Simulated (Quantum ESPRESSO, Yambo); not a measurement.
# InF3 (R-3c): G0W0 in Yambo against the bands, part 2 of 2

Wanted: the cheapest bands that holds the gap of InF3 (R-3c).

Yambo 5.3.0; LDA and many-body steps on it, plane waves. Known limits of the many-body steps: not at the basis limit; no spin-orbit coupling.

So far. Step 4 (98 bands): Against the run before, the gap moves by −0.386 eV.

### 5. 145 bands

Level of this step: G0W0 on LDA, plane waves, norm-conserving pseudopotentials (Yambo).

Contents of gw4.in:

```
HF_and_locXC
gw0
dyson
ppa
em1d
rim_cut
RandQpts= 1000000
RandGvec= 1 RL
EXXRLvcs= 80 Ry
VXCRLvcs= 320 Ry
Chimod= "HARTREE"
% BndsRnXp
 1 | 145 |
%
NGsBlkXp= 6.5 Ry
% LongDrXp
 1 | 1 | 1 |
%
% GbndRnge
 1 | 145 |
%
DysSolver= "n"
ExtendOut
PPAPntXp= 27.21138 eV
% QPkrange
 7 | 7 | 41 | 44 |
 1 | 1 | 41 | 44 |
%
```

The run is started by

```sh
$ OMP_NUM_THREADS=2 mpirun -n 4 yambo -F gw4.in -J gw4 -C gw4 > gw4.log
```

Log:

```text
 Yambo, version 5.3.0

 [02] CORE Variables Setup
 =========================

  [... cell, symmetries and grids as in the set-up ...]

  [02.05] Energies & Occupations
  ==============================

  [X] === General ===
  [X] Electronic Temperature                        :  0.000000  0.000000 [eV K]
  [X] Bosonic    Temperature                        :  0.000000  0.000000 [eV K]
  [X] Finite Temperature mode                       : no
  [X] El. density                                   :  0.72974E+24 [cm-3]
[...]
Sx RL components                                 :   9339

   QP @ state[ 1 ] K range                          :  1  1
   QP @ state[ 1 ] b range                          :   41   44
   QP @ state[ 2 ] K range                          :   7   7
   QP @ state[ 2 ] b range                          :   41   44
   GF energies kind                                 : Slater exchange(X)+Perdew & Wang(C)
   GF WF`s kind                                     : Slater exchange(X)+Perdew & Wang(C)
   Xs energies kind                                 : Slater exchange(X)+Perdew & Wang(C)
   Xs WF`s kind                                     : Slater exchange(X)+Perdew & Wang(C)

 [11] Game Over & Game summary
```

Run time: 6.4 min. Hardware: 4 MPI ranks of Arm Neoverse V2, shared host; peak memory 6.3 GiB; 44 min of CPU time.

Numbers from this step:

- G0W0 gap on the points computed: 7.769 eV
- starting gap on the mesh: 4.009 eV
- k of the valence top: 0, -0.5, -0.5
- k of the conduction bottom: 0, 0, 0
- least direct G0W0 gap on the computed points: 7.824 eV

Against the run before, the gap moves by −0.254 eV.

### 6. 201 bands

gw5.in, as its differences from gw4.in of step 5:

```diff
@@ -12,3 +12,3 @@
 % BndsRnXp
- 1 | 145 |
+ 1 | 201 |
 %
@@ -19,3 +19,3 @@
 % GbndRnge
- 1 | 145 |
+ 1 | 201 |
 %
```

The run is started by

```sh
$ OMP_NUM_THREADS=2 mpirun -n 4 yambo -F gw5.in -J gw5 -C gw5 > gw5.log
```

Log:

```text
 Yambo, version 5.3.0

 [02] CORE Variables Setup
 =========================

  [... cell, symmetries and grids as in the set-up ...]

  [02.05] Energies & Occupations
  ==============================

  [X] === General ===
  [X] Electronic Temperature                        :  0.000000  0.000000 [eV K]
  [X] Bosonic    Temperature                        :  0.000000  0.000000 [eV K]
  [X] Finite Temperature mode                       : no
  [X] El. density                                   :  0.72974E+24 [cm-3]
[...]
Sx RL components                                 :   9339

   QP @ state[ 1 ] K range                          :  1  1
   QP @ state[ 1 ] b range                          :   41   44
   QP @ state[ 2 ] K range                          :   7   7
   QP @ state[ 2 ] b range                          :   41   44
   GF energies kind                                 : Slater exchange(X)+Perdew & Wang(C)
   GF WF`s kind                                     : Slater exchange(X)+Perdew & Wang(C)
   Xs energies kind                                 : Slater exchange(X)+Perdew & Wang(C)
   Xs WF`s kind                                     : Slater exchange(X)+Perdew & Wang(C)

 [11] Game Over & Game summary
```

The job ended after 9.8 min (4 MPI ranks; peak memory 6.4 GiB).

This step gave:

```
G0W0 gap on the points computed              : 7.652 eV
starting gap on the mesh                     : 4.009 eV
k of the valence top                         : 0, -0.5, -0.5
k of the conduction bottom                   : 0, 0, 0
least direct G0W0 gap on the computed points : 7.716 eV
```

Against the run before, the gap moves by −0.116 eV.

### 7. 265 bands

gw6.in, as its differences from gw5.in of step 6:

```diff
@@ -12,3 +12,3 @@
 % BndsRnXp
- 1 | 201 |
+ 1 | 265 |
 %
@@ -19,3 +19,3 @@
 % GbndRnge
- 1 | 201 |
+ 1 | 265 |
 %
```

The run is started by

```sh
$ OMP_NUM_THREADS=2 mpirun -n 4 yambo -F gw6.in -J gw6 -C gw6 > gw6.log
```

Log:

```text
 Yambo, version 5.3.0

 [02] CORE Variables Setup
 =========================

  [... cell, symmetries and grids as in the set-up ...]

  [02.05] Energies & Occupations
  ==============================

  [X] === General ===
  [X] Electronic Temperature                        :  0.000000  0.000000 [eV K]
  [X] Bosonic    Temperature                        :  0.000000  0.000000 [eV K]
  [X] Finite Temperature mode                       : no
  [X] El. density                                   :  0.72974E+24 [cm-3]
[...]
Sx RL components                                 :   9339

   QP @ state[ 1 ] K range                          :  1  1
   QP @ state[ 1 ] b range                          :   41   44
   QP @ state[ 2 ] K range                          :   7   7
   QP @ state[ 2 ] b range                          :   41   44
   GF energies kind                                 : Slater exchange(X)+Perdew & Wang(C)
   GF WF`s kind                                     : Slater exchange(X)+Perdew & Wang(C)
   Xs energies kind                                 : Slater exchange(X)+Perdew & Wang(C)
   Xs WF`s kind                                     : Slater exchange(X)+Perdew & Wang(C)

 [11] Game Over & Game summary
```

It took 14 min on 4 MPI ranks; peak memory 6.5 GiB.

This step gave:

- G0W0 gap on the points computed: 7.598 eV
- starting gap on the mesh: 4.009 eV
- k of the valence top: 0, -0.5, -0.5
- k of the conduction bottom: 0, 0, 0
- least direct G0W0 gap on the computed points: 7.656 eV

Against the run before, the gap moves by −0.054 eV.

### 8. Side by side

Times are wall times on 4 MPI ranks of Arm Neoverse V2, shared host, good to a factor of about two.

```tsv
run	mesh	bands	screening cutoff (eV)	DFT gap (eV)	gap on the mesh (eV)	direct (eV)	time
54 bands	4×4×4	54	88.4	4.009	8.992	9.034	67 s
69 bands	4×4×4	69	88.4	4.009	8.409	8.455	2 min
98 bands	4×4×4	98	88.4	4.009	8.023	8.073	3.6 min
145 bands	4×4×4	145	88.4	4.009	7.769	7.824	6.4 min
201 bands	4×4×4	201	88.4	4.009	7.652	7.716	9.8 min
265 bands	4×4×4	265	88.4	4.009	7.598	7.656	14 min
```

### 9. Results

```
54 bands     : 8.992 eV
69 bands     : 8.409 eV
98 bands     : 8.023 eV
145 bands    : 7.769 eV
201 bands    : 7.652 eV
265 bands    : 7.598 eV
known limits : not at the basis limit; no spin-orbit coupling
```

The setting moved: bands. From 54 bands to 265 bands the gap moves by −1.39 eV, for 13 times the time. The last step still moves it by −0.054 eV. Bands and screening cutoff are coupled, so a series along one setting does not show full convergence. Bands and cutoff are finite, so the gap is not at the basis limit. The miss can reach some tenths of an eV and take either sign; the mesh is an error of its own. In the G0W0 runs levels were corrected at 2 k points alone, so a gap called «on the mesh» is the least over those, and an edge elsewhere would be missed. The many-body steps are scalar-relativistic: spin-orbit coupling is not in them.

[Paths, hosts, dates, memory and timing lines, banners, echoed tables and standing remarks are left out of the program output.]

[Logs are printed without paths, hosts, clocks, repeated set-up lines and the standing remarks that a program may print on its own settings, such as how far it seeks lower states.]

[Runs of the session that timed out or met a known fault of the program may be left out.]

[Hosts, paths, dates, database ids (printed as entryN), source tags and the programs' standing remarks are cut or masked in the printed files.]
